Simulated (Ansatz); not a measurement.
# Work function of Sr(111): what the settings cost and change

Aim: the work function of Sr(111) against thickness and vacuum, with the cost.

Main program and level: Ansatz 0.2.0; plane-wave DFT, PBE, Ansatz PAW.

### Step 1. The starting structure

The cell holds 1 atom: 1 Sr. Its edges and angles: a = 4.299 Å, b = 4.299 Å, c = 18.000 Å, α = 90.0°, β = 90.0°, γ = 60.0°. Vacuum lies along c.

### Step 2. Run, setting 1 layer

A work function rests on the faint tail of the density, so the SCF threshold is tight. The slab grows from one layer, at fixed mesh and 18 Å of vacuum; then the vacuum is varied on one slab.

Contents of input.yaml:

```yaml
crystal:
  lattice:
    - [4.2992092296, 0.0, 0.0]
    - [2.1496046148, 3.723224409, 0.0]
    - [0.0, 0.0, 18.0]
  atoms:
    - { symbol: Sr, position: [0.6666666667, 0.6666666667, 0.5] }
kpoints:
  mp_grid: { grid: [11, 11, 1] }
hamiltonian:
  xc: pbe
scf:
  occupations: { method: fermi_dirac, width: 0.1 }
  convergence: { dr2_threshold: 1.0e-09 }
efield:
  axis: 3
  dipole_correction: true
  ramp_position: 0.97
  ramp_width: 0.06
output:
  write_potential: true
  write_density: true
  volumetric_format: npy
  elf: true
```

Run with:

```console
$ ansatz run input.yaml --threads 2 --pin off --max-ram 3072MiB --backend cpu --events-out ev --progress --plain --runs-dir out
```

Numbers of over 12 decimals in the logs are rounded to 6 here.

The log of the run:

```text
Engine: ansatz 0.2.0, aarch64-unknown-linux-gnu
Pseudopotentials: kind: paw
Pseudopotential: Sr, paw, valence charge 10, recommended cutoff 420 eV (normal), Sr.paw.azcp
Functional definition: PBE
  parameter kappa = 0.804
  parameter beta = 0.066725
  exchange = pbe_x(kappa = kappa, mu = beta*pi^2/3)
  correlation = pbe_c(beta = beta)
Crystal: 1 atoms, lattice volume = 288.125 Å³
Basis set: ecut = 420 eV, 5599 PW (Γ)
Bands: 9, of which v1, the nominal top of the filled ones, is band 5 counted from 1 (4 counted from 0)
Symmetry: 12 space group operations
k-points: 16 of 121
Non-local potential: Sr, projectors of the file, l = 0: 3, l = 1: 2, l = 2: 2
PAW form: soft (Blöchl's): semilocal exchange-correlation on the pseudo side does not see the compensation charge
PAW one-centre angular grid: Sr, 110 points (default); XC on 64 Gauss nodes
Initial density: superposition of atomic densities (neutral atoms: chi_scale 0, normalization atom), corrected by the library's trained network
Initial wavefunctions: pseudopotential atomic-orbital guess
Functional: x = pbe(κ = 0.804, μ = 0.219515), c = pbe(β = 0.066725)
SCF iter   1: F=—  HF=-3543.546789 eV  |F-HF|=—  |Δ(HF+E_count)|=         —  Δρ=1.05e-3  dr2=1.05e-2  ethr=1.77e-3  p=-0.000 e·Å  D=-2.54e-17 V/Å  ΔV_dip=0.00 eV  dr2_dipole=1.67e-10  V_vac-E_F(+/−)=2.74/2.74 eV  ⟨swp⟩=10.3  Hψ=1581  notcnv=0
efield: sawtooth ramp at fractional position 0.9700 (set: `efield.ramp_position`, or a place that a band, a saddle search or an elastic batch's reference lends), width 0.0600; the density the first Hamiltonian is built on has a dipole p = -0.000 e·Å; the dipole correction subtracts the counter field D = -2.54e-17 V/Å, which shifts the + side's vacuum level by +0.00 eV against the − side's; the planar-averaged density in the ramp window peaks in size at 9.2e-6 e/Å³
preconditioner: auto → LDOS  [insulator: Δε(μ)=0.270 eV  Ē_g=2.552 eV  σ=0.100 eV  W_gap=0.52  n_scr=8 (ndim 8)  ℏωp=3.1 eV  f_vac=0.642  D(μ)=1.21/eV (n_scr^D=4)  ε∞_Penn≈2.5  β→1.0]
SCF iter   2: F=—  HF=-3543.546667 eV  |F-HF|=—  |Δ(HF+E_count)|=   1.22e-4  Δρ=3.87e-4  dr2=5.52e-4  ethr=1.05e-4  p=-0.000 e·Å  D=-9.73e-7 V/Å  ΔV_dip=0.00 eV  dr2_dipole=7.59e-10  V_vac-E_F(+/−)=2.65/2.65 eV  ⟨swp⟩=2.7  Hψ=374  notcnv=0
SCF iter   3: F=—  HF=-3543.546856 eV  |F-HF|=—  |Δ(HF+E_count)|=   1.89e-4  Δρ=1.15e-4  dr2=1.21e-4  ethr=5.52e-6  p=0.000 e·Å  D=6.36e-7 V/Å  ΔV_dip=-0.00 eV  dr2_dipole=5.96e-10  V_vac-E_F(+/−)=2.63/2.63 eV  ⟨swp⟩=2.4  Hψ=233  notcnv=0
SCF iter   4: F=—  HF=-3543.546893 eV  |F-HF|=—  |Δ(HF+E_count)|=   3.70e-5  Δρ=2.74e-5  dr2=8.88e-6  ethr=1.21e-6  p=-0.000 e·Å  D=-7.99e-7 V/Å  ΔV_dip=0.00 eV  dr2_dipole=3.62e-10  V_vac-E_F(+/−)=2.61/2.61 eV  ⟨swp⟩=2.2  Hψ=193  notcnv=0
SCF iter   5: F=—  HF=-3543.546898 eV  |F-HF|=—  |Δ(HF+E_count)|=   5.36e-6  Δρ=1.57e-5  dr2=8.93e-7  ethr=8.88e-8  p=0.000 e·Å  D=4.84e-7 V/Å  ΔV_dip=-0.00 eV  dr2_dipole=6.15e-10  V_vac-E_F(+/−)=2.60/2.60 eV  ⟨swp⟩=2.4  Hψ=255  notcnv=0
SCF iter   6: F=—  HF=-3543.546758 eV  |F-HF|=—  |Δ(HF+E_count)|=   1.40e-4  Δρ=3.56e-6  dr2=5.97e-8  ethr=8.93e-9  p=-0.000 e·Å  D=-5.05e-7 V/Å  ΔV_dip=0.00 eV  dr2_dipole=1.46e-10  V_vac-E_F(+/−)=2.60/2.60 eV  ⟨swp⟩=2.5  Hψ=238  notcnv=0
SCF iter   7: F=—  HF=-3543.546758 eV  |F-HF|=—  |Δ(HF+E_count)|=   1.15e-7  Δρ=9.45e-7  dr2=4.39e-9  ethr=5.97e-10  p=0.000 e·Å  D=4.62e-7 V/Å  ΔV_dip=-0.00 eV  dr2_dipole=2.95e-10  V_vac-E_F(+/−)=2.60/2.60 eV  ⟨swp⟩=2.8  Hψ=242  notcnv=0
SCF iter   8: F=-3543.546758 eV  HF=-3543.546758 eV  |F-HF|=3.23e-11  |Δ(HF+E_count)|=  4.72e-10  Δρ=3.31e-7  dr2=4.96e-10  ethr=1.00e-11  p=-0.000 e·Å  D=-2.29e-7 V/Å  ΔV_dip=0.00 eV  dr2_dipole=4.81e-11  V_vac-E_F(+/−)=2.60/2.60 eV  ⟨swp⟩=5.1  Hψ=643  notcnv=0
SCF 1 converged in 8 iterations: F = -3543.546758 eV  dr2 = 4.96e-10
  greatest PAW one-centre occupation: 0.988 electrons in one spin orbital (limit 2), on the Sr atom at site 0 (counted from 0), in its partial waves of l = 0
WARN: The output density's exchange-correlation potential varies sharply where the density is thin. Do not read a vacuum level from v_tot or v_xc, or from such a field of the output density. On a cell that repeats whose density bears no net charge and no dipole along the vacuum's axis use v_es (v_loc + v_h of the components); under efield.dipole_correction with no amplitude use v_es + v_field, which holds any externa [...]
SCF converged after 8 iterations
Free energy (F): -3543.546758 eV
Harris-Foulkes:  -3543.546758 eV  (|F-HF|=3.23e-11)
Internal energy: -3543.499767 eV  (E = F + TS)
E sigma→0 (E₀):  -3543.523262 eV
Entropy (-TS):   -0.046991 eV (-46.991 meV/atom)
Fermi energy:    -0.966144 eV
Dipole field:    D = 0.000008 V/Å  (p = 0.000012 e·Å, saw-weighted, corrected)
Work function:   Φ+ = 2.5995 eV   Φ− = 2.5997 eV
Levels:          The Fermi level and band energies are counted from a zero that moves with the ramp; work functions are not
--- Per-component energies (eV) ---
  E_band       = -202.556417
  E_kinetic    = 239.751776
  E_local      = -2080.723854  (includes V_loc(G=0)·N_el)
  E_nonlocal   = 203.286103
  E_hartree    = 816.814254
  E_xc         = -170.097781
  E_vxc        = -157.725021  (∫ρ·V_xc dr)
  E_paw        = -2694.756947  (= ΣΔE_a)
  E_vpaw       = -40.774186  (= ΣTr[D̂ρ^β])
  E_aug_tail   = -0.000001  (compensation charges beyond the density's cutoff)
  E_efield     = 0.000000  (sawtooth field / dipole correction)
  E_vefield    = 0.000000  (∫n·V_field dr)
  E_ewald      = 142.226683
  E_smearing   = -0.046991  (= −TS)
  E_closure    = 0.000000  (closes the sum)
  Σ components = -3543.546758   (vs F -3543.546758, Δ=0.00e0)
--- Band table (eV; the first three rows and the last of 16) ---
  k-point 0: bands = ["-38.3186", "-20.4055", "-20.1503", "-20.1503", "-3.7599", "-0.9523", "-0.1895", "1.1030", "1.1030"]
  k-point 1: bands = ["-38.3180", "-20.4042", "-20.1610", "-20.1529", "-3.6404", "-0.9117", "-0.1125", "0.9231", "1.2105"]
  k-point 2: bands = ["-38.3163", "-20.4005", "-20.1896", "-20.1597", "-3.2943", "-0.7996", "0.0986", "0.5256", "1.5262"]
  k-point 15: bands = ["-38.3097", "-20.3865", "-20.2550", "-20.2293", "-0.7417", "-0.6294", "0.0698", "0.5343", "0.5583"]
```

The job ended after 3.4 s (2 threads of Arm Neoverse V2, shared host; peak memory 0.42 GiB).

This step gave:

```
energy at zero smearing   : -3543.5233 eV
work function, upper face : 2.600 eV
```

Running mean over 3.51 Å of the planar mean; the ramp of the sawtooth is left out. Table of electron's electrostatic potential energy less the Fermi level by z:

z (Å), electron's electrostatic potential energy less the Fermi level (eV) and a bar from the least value:
```
      3.0       2.60 ##############################
      3.5       2.59 ##############################
      4.0       2.58 ##############################
      4.5       2.56 ##############################
      5.0       2.51 ##############################
      5.5       2.40 #############################
      6.0       2.14 ############################
      6.5       1.56 ##########################
      7.0       0.05 ###################
      7.5      -2.29 #########
      8.0      -3.74 ###
      8.5      -4.27 #
      9.0      -4.40 
      9.5      -4.27 #
     10.0      -3.74 ###
     10.5      -2.29 #########
     11.0       0.05 ###################
     11.5       1.56 ##########################
     12.0       2.14 ############################
     12.5       2.40 #############################
     13.0       2.51 ##############################
     13.5       2.56 ##############################
     14.0       2.58 ##############################
     14.5       2.59 ##############################
     15.0       2.60 ##############################
```

Valence density in the ca plane at fractional y = 0.667, with atoms of Sr within 0.2 Å of it. It is the smooth field of the valence electrons, not physical close to the nuclei.

Values in e/Å³, 6 rows by 16 columns, each cell a mean:
```
0.0 0.0 0.0 0.0 0.0 0.0 0.0 0.4 0.5 0.0 0.0 0.0 0.0 0.0 0.0 0.0
0.0 0.0 0.0 0.0 0.0 0.0 0.0 1.5 1.8 0.1 0.0 0.0 0.0 0.0 0.0 0.0
0.0 0.0 0.0 0.0 0.0 0.0 0.0 1.3 1.6 0.1 0.0 0.0 0.0 0.0 0.0 0.0
0.0 0.0 0.0 0.0 0.0 0.0 0.0 0.2 0.2 0.0 0.0 0.0 0.0 0.0 0.0 0.0
0.0 0.0 0.0 0.0 0.0 0.0 0.0 0.0 0.0 0.0 0.0 0.0 0.0 0.0 0.0 0.0
0.0 0.0 0.0 0.0 0.0 0.0 0.0 0.0 0.1 0.0 0.0 0.0 0.0 0.0 0.0 0.0
```
Columns run along c (18.0 Å), rows up along a (4.3 Å). Atoms in or near the plane, at fractional coordinates: Sr at (0.50, 0.67).

Electrostatic potential energy in the ca plane at fractional y = 0.667, with atoms of Sr within 0.2 Å of it. With pseudopotentials it is smooth inside the atoms' cores, unlike the true potential.

Values in eV, 6 rows by 16 columns, each cell a mean:
```
  2   2   2   2   2   1  -1 -11 -13  -2   1   2   2   2   2   2
  2   2   2   2   2   1  -2 -22 -25  -4   1   2   2   2   2   2
  2   2   2   2   2   1  -2 -21 -24  -4   1   2   2   2   2   2
  2   2   2   2   2   1   0  -7  -8  -1   1   2   2   2   2   2
  2   2   2   2   2   2   1   0   0   1   2   2   2   2   2   2
  2   2   2   2   2   2   1  -1  -1   1   1   2   2   2   2   2
```
Columns run along c (18.0 Å; values clipped at the 3rd and 97th percentile), rows up along a (4.3 Å). Atoms in or near the plane, at fractional coordinates: Sr at (0.50, 0.67).

ELF in the ca plane at fractional y = 0.667, with atoms of Sr within 0.2 Å of it. It is the smooth field of the valence electrons, not physical close to the nuclei.

Ten even steps from '0' (0.00) to '9' (0.86), each cell a mean:
```
00000000000000012210245310122100000000000000
00000000000000112102899951012100000000000000
00000000000000111005964982012100000000000000
00000000000000111006952992012100000000000000
00000000000000111103899961012100000000000000
00000000000000012100366410122100000000000000
00000000000000012321111112332100000000000000
00000000000000012455444455431100000000000000
00000000000000012455555555431100000000000000
00000000000000012332111123332100000000000000
```
Columns run along c (18.0 Å), rows up along a (4.3 Å). Atoms in or near the plane, at fractional coordinates: Sr at (0.50, 0.67).

The work function is 2.600 eV.

### Step 3. Slab, 2 atoms

System of this step: Sr(111). The cell holds 2 atoms: 2 Sr. Its edges and angles: a = 4.299 Å, b = 4.299 Å, c = 21.510 Å, α = 90.0°, β = 90.0°, γ = 60.0°. Vacuum lies along c.

input.yaml, the sections that differ from step 2:

```yaml
crystal:
  lattice:
    - [4.2992092296, 0.0, 0.0]
    - [2.1496046148, 3.723224409, 0.0]
    - [0.0, 0.0, 21.5102896367]
  atoms:
    - { symbol: Sr, position: [0.6666666667, 0.6666666667, 0.4184044079] }
    - { symbol: Sr, position: [0.0, 0.0, 0.5815955921] }
output:
  write_potential: true
  write_density: true
  volumetric_format: npy
# kpoints, hamiltonian, scf, efield: as in step 2
```

The log of the run:

```text
[...]
Crystal: 2 atoms, lattice volume = 344.314 Å³
Basis set: ecut = 420 eV, 6701 PW (Γ)
Bands: 14, of which v1, the nominal top of the filled ones, is band 10 counted from 1 (9 counted from 0)
Symmetry: 6 space group operations
k-points: 16 of 121 (time reversal used)
[...]
k-point 0: bands = [... 6 lower, -18.8755, -18.8755, -3.2801, -2.1374, -0.0025, 0.5268, 1.4050, 2.1147]
  k-point 1: bands = [... 6 lower, -18.8863, -18.8777, -3.1653, -2.0210, 0.0237, 0.5802, 1.4451, 1.9120]
  k-point 2: bands = [... 6 lower, -18.8985, -18.8838, -2.8329, -1.6875, 0.0951, 0.7043, 1.3857, 1.6176]
  k-point 15: bands = [... 6 lower, -18.9615, -18.9515, -0.2117, -0.1896, 0.2188, 0.6916, 0.8368, 1.0674]
[key lines of the parts left out:]
SCF converged after 8 iterations
Free energy (F): -7087.813093 eV
Fermi energy:    -0.059468 eV
Dipole field:    D = -0.000000 V/Å  (p = -0.000000 e·Å, saw-weighted, corrected)
Work function:   Φ+ = 2.6682 eV   Φ− = 2.6682 eV
```

Elapsed: 5 s, on 2 threads; peak memory 0.44 GiB; 9.7 s of CPU time.

The work function is 2.668 eV, +0.069 eV from the run “1 layer”, at 1.5 times its CPU time.

### Step 4. Run, 3 atoms

System of this step: Sr(111). The cell holds 3 atoms: 3 Sr. Its edges and angles: a = 4.299 Å, b = 4.299 Å, c = 25.021 Å, α = 90.0°, β = 90.0°, γ = 60.0°. Vacuum lies along c.

input.yaml, the sections that differ from step 3:

```yaml
crystal:
  lattice:
    - [4.2992092296, 0.0, 0.0]
    - [2.1496046148, 3.723224409, 0.0]
    - [0.0, 0.0, 25.0205792733]
  atoms:
    - { symbol: Sr, position: [0.3333333333, 0.3333333333, 0.3597039022] }
    - { symbol: Sr, position: [0.6666666667, 0.6666666667, 0.5] }
    - { symbol: Sr, position: [0.0, 0.0, 0.6402960978] }
# kpoints, hamiltonian, scf, efield, output: as in step 3
```

The log of the run:

```text
[...]
Crystal: 3 atoms, lattice volume = 400.502 Å³
Basis set: ecut = 420 eV, 7769 PW (Γ)
Bands: 19, of which v1, the nominal top of the filled ones, is band 15 counted from 1 (14 counted from 0)
Symmetry: 6 space group operations
k-points: 16 of 121 (time reversal used)
[...]
k-point 1: bands = [... 11 lower, -17.8822, -2.6503, -1.9853, -1.0006, 0.6983, 1.1242, 1.6799, 2.4306, ... 4 higher]
  k-point 2: bands = [... 11 lower, -17.8892, -2.3181, -1.6609, -0.6769, 0.7445, 1.2408, 1.7209, 2.1106, ... 4 higher]
  k-point 15: bands = [... 11 lower, -17.9478, 0.2994, 0.4523, 0.6114, 0.8980, 0.9254, 1.2358, 1.4626, ... 4 higher]
[key lines of the parts left out:]
SCF converged after 9 iterations
Free energy (F): -10632.044737 eV
Fermi energy:    0.617772 eV
Dipole field:    D = -0.000000 V/Å  (p = -0.000001 e·Å, saw-weighted, corrected)
Work function:   Φ+ = 2.7025 eV   Φ− = 2.7025 eV
```

It took 10 s on 2 threads; peak memory 0.53 GiB.

The work function is 2.702 eV, +0.034 eV from the run “2 layers”, at 2.0 times its CPU time.

### Step 5. Run, 4 atoms

System of this step: Sr(111). The cell holds 4 atoms: 4 Sr. Its edges and angles: a = 4.299 Å, b = 4.299 Å, c = 28.531 Å, α = 90.0°, β = 90.0°, γ = 60.0°. Vacuum lies along c.

input.yaml, the sections that differ from step 4:

```yaml
crystal:
  lattice:
    - [4.2992092296, 0.0, 0.0]
    - [2.1496046148, 3.723224409, 0.0]
    - [0.0, 0.0, 28.53086891]
  atoms:
    - { symbol: Sr, position: [0.0, 0.0, 0.315447806] }
    - { symbol: Sr, position: [0.3333333333, 0.3333333333, 0.438482602] }
    - { symbol: Sr, position: [0.6666666667, 0.6666666667, 0.561517398] }
    - { symbol: Sr, position: [0.0, 0.0, 0.684552194] }
# kpoints, hamiltonian, scf, efield, output: as in step 4
```

The log of the run:

```text
[...]
Crystal: 4 atoms, lattice volume = 456.691 Å³
Basis set: ecut = 420 eV, 8933 PW (Γ)
Bands: 24, of which v1, the nominal top of the filled ones, is band 20 counted from 1 (19 counted from 0)
Symmetry: 6 space group operations
k-points: 16 of 121 (time reversal used)
[...]
k-point 1: bands = [... 16 lower, -2.1995, -1.7661, -1.0782, -0.2868, 1.2171, 1.5516, 1.9895, 2.5302, ... 4 higher]
  k-point 2: bands = [... 16 lower, -1.8663, -1.4415, -0.7616, 0.0327, 1.2491, 1.6563, 2.0497, 2.4636, ... 4 higher]
  k-point 15: bands = [... 16 lower, 0.7981, 0.8955, 1.0732, 1.0858, 1.2849, 1.5218, 1.5755, 1.6944, ... 4 higher]
[key lines of the parts left out:]
SCF converged after 9 iterations
Free energy (F): -14176.285126 eV
Fermi energy:    1.142025 eV
Dipole field:    D = -0.000000 V/Å  (p = -0.000001 e·Å, saw-weighted, corrected)
Work function:   Φ+ = 2.7070 eV   Φ− = 2.7070 eV
```

Wall time 14 s (2 threads); peak memory 0.6 GiB; 27 s of CPU time.

The work function is 2.707 eV, +0.005 eV from the run “3 layers”, at 1.3 times its CPU time.

### Step 6. Run, 5 atoms

System of this step: Sr(111). The cell holds 5 atoms: 5 Sr. Cell: a = 4.299 Å, b = 4.299 Å, c = 32.041 Å, α = 90.0°, β = 90.0°, γ = 60.0°. Vacuum lies along c.

input.yaml, the sections that differ from step 5:

```yaml
crystal:
  lattice:
    - [4.2992092296, 0.0, 0.0]
    - [2.1496046148, 3.723224409, 0.0]
    - [0.0, 0.0, 32.0411585467]
  atoms:
    - { symbol: Sr, position: [0.6666666667, 0.6666666667, 0.2808887196] }
    - { symbol: Sr, position: [0.0, 0.0, 0.3904443598] }
    - { symbol: Sr, position: [0.3333333333, 0.3333333333, 0.5] }
    - { symbol: Sr, position: [0.6666666667, 0.6666666667, 0.6095556402] }
    - { symbol: Sr, position: [0.0, 0.0, 0.7191112804] }
# kpoints, hamiltonian, scf, efield, output: as in step 5
```

The log of the run:

```text
[...]
Crystal: 5 atoms, lattice volume = 512.880 Å³
Basis set: ecut = 420 eV, 9989 PW (Γ)
Bands: 30, of which v1, the nominal top of the filled ones, is band 25 counted from 1 (24 counted from 0)
Symmetry: 6 space group operations
k-points: 16 of 121 (time reversal used)
[...]
k-point 0: bands = [... 21 lower, -1.6370, -1.1445, -0.5082, 0.1278, 1.6162, 1.8564, 2.2315, 2.6649, ... 6 higher]
  k-point 1: bands = [... 21 lower, -1.5241, -1.0339, -0.3985, 0.2416, 1.6238, 1.8910, 2.2630, 2.6763, ... 6 higher]
  k-point 2: bands = [... 21 lower, -1.1977, -0.7165, -0.0875, 0.5602, 1.6462, 1.9830, 2.3353, 2.6656, ... 6 higher]
  k-point 15: bands = [... 21 lower, 1.2459, 1.3827, 1.4613, 1.5372, 1.7257, 1.7430, 1.9324, 2.0665, ... 6 higher]
[key lines of the parts left out:]
SCF converged after 9 iterations
Free energy (F): -17720.527493 eV
Fermi energy:    1.553546 eV
Dipole field:    D = -0.000000 V/Å  (p = -0.000001 e·Å, saw-weighted, corrected)
Work function:   Φ+ = 2.7078 eV   Φ− = 2.7078 eV
```

Elapsed: 20 s, on 2 threads; peak memory 0.72 GiB; 39 s of CPU time.

The work function is 2.708 eV, +0.001 eV from the run “4 layers”, at 1.5 times its CPU time.

### Step 7. Slab, 6 atoms

System of this step: Sr(111). The cell holds 6 atoms: 6 Sr. Cell: a = 4.299 Å, b = 4.299 Å, c = 35.551 Å, α = 90.0°, β = 90.0°, γ = 60.0°. Vacuum lies along c.

input.yaml, the sections that differ from step 6:

```yaml
crystal:
  lattice:
    - [4.2992092296, 0.0, 0.0]
    - [2.1496046148, 3.723224409, 0.0]
    - [0.0, 0.0, 35.5514481834]
  atoms:
    - { symbol: Sr, position: [0.3333333333, 0.3333333333, 0.2531542443] }
    - { symbol: Sr, position: [0.6666666667, 0.6666666667, 0.3518925466] }
    - { symbol: Sr, position: [0.0, 0.0, 0.4506308489] }
    - { symbol: Sr, position: [0.3333333333, 0.3333333333, 0.5493691511] }
    - { symbol: Sr, position: [0.6666666667, 0.6666666667, 0.6481074534] }
    - { symbol: Sr, position: [0.0, 0.0, 0.7468457557] }
# kpoints, hamiltonian, scf, efield, output: as in step 6
```

The log of the run:

```text
[...]
Crystal: 6 atoms, lattice volume = 569.069 Å³
Basis set: ecut = 420 eV, 11093 PW (Γ)
Bands: 36, of which v1, the nominal top of the filled ones, is band 30 counted from 1 (29 counted from 0)
Symmetry: 6 space group operations
k-points: 16 of 121 (time reversal used)
[...]
k-point 0: bands = [... 26 lower, -1.0413, -0.5493, 0.0141, 0.5361, 1.9460, 2.1395, 2.4609, 2.8188, ... 8 higher]
  k-point 1: bands = [... 26 lower, -0.9303, -0.4402, 0.1233, 0.6506, 1.9511, 2.1687, 2.4917, 2.8358, ... 8 higher]
  k-point 2: bands = [... 26 lower, -0.6105, -0.1287, 0.4310, 0.9698, 1.9668, 2.2488, 2.5689, 2.8556, ... 8 higher]
  k-point 15: bands = [... 26 lower, 1.6337, 1.7441, 1.8300, 1.8592, 1.9992, 2.1225, 2.1339, 2.3126, ... 8 higher]
[key lines of the parts left out:]
SCF converged after 9 iterations
Free energy (F): -21264.769631 eV
Fermi energy:    1.883175 eV
Dipole field:    D = -0.000000 V/Å  (p = -0.000001 e·Å, saw-weighted, corrected)
Work function:   Φ+ = 2.7081 eV   Φ− = 2.7081 eV
```

The job ended after 27 s (2 threads; peak memory 0.83 GiB; 53 s of CPU time).

The work function is 2.708 eV, +0.000 eV from the run “5 layers”, at 1.4 times its CPU time.

(Continued in part 2 of 2.)

[Logs are printed without paths, hosts, clocks, repeated set-up lines and the standing remarks that a program may print on its own settings, such as how far it seeks lower states.]

[Hosts, paths, dates, database ids (printed as entryN), source tags and the programs' standing remarks are cut or masked in the printed files.]

[Maps of the electrostatic potential energy from Ansatz leave out the sawtooth potential of an applied field or a dipole correction, so their vacuum need not be flat; planar profiles and work functions include it.]
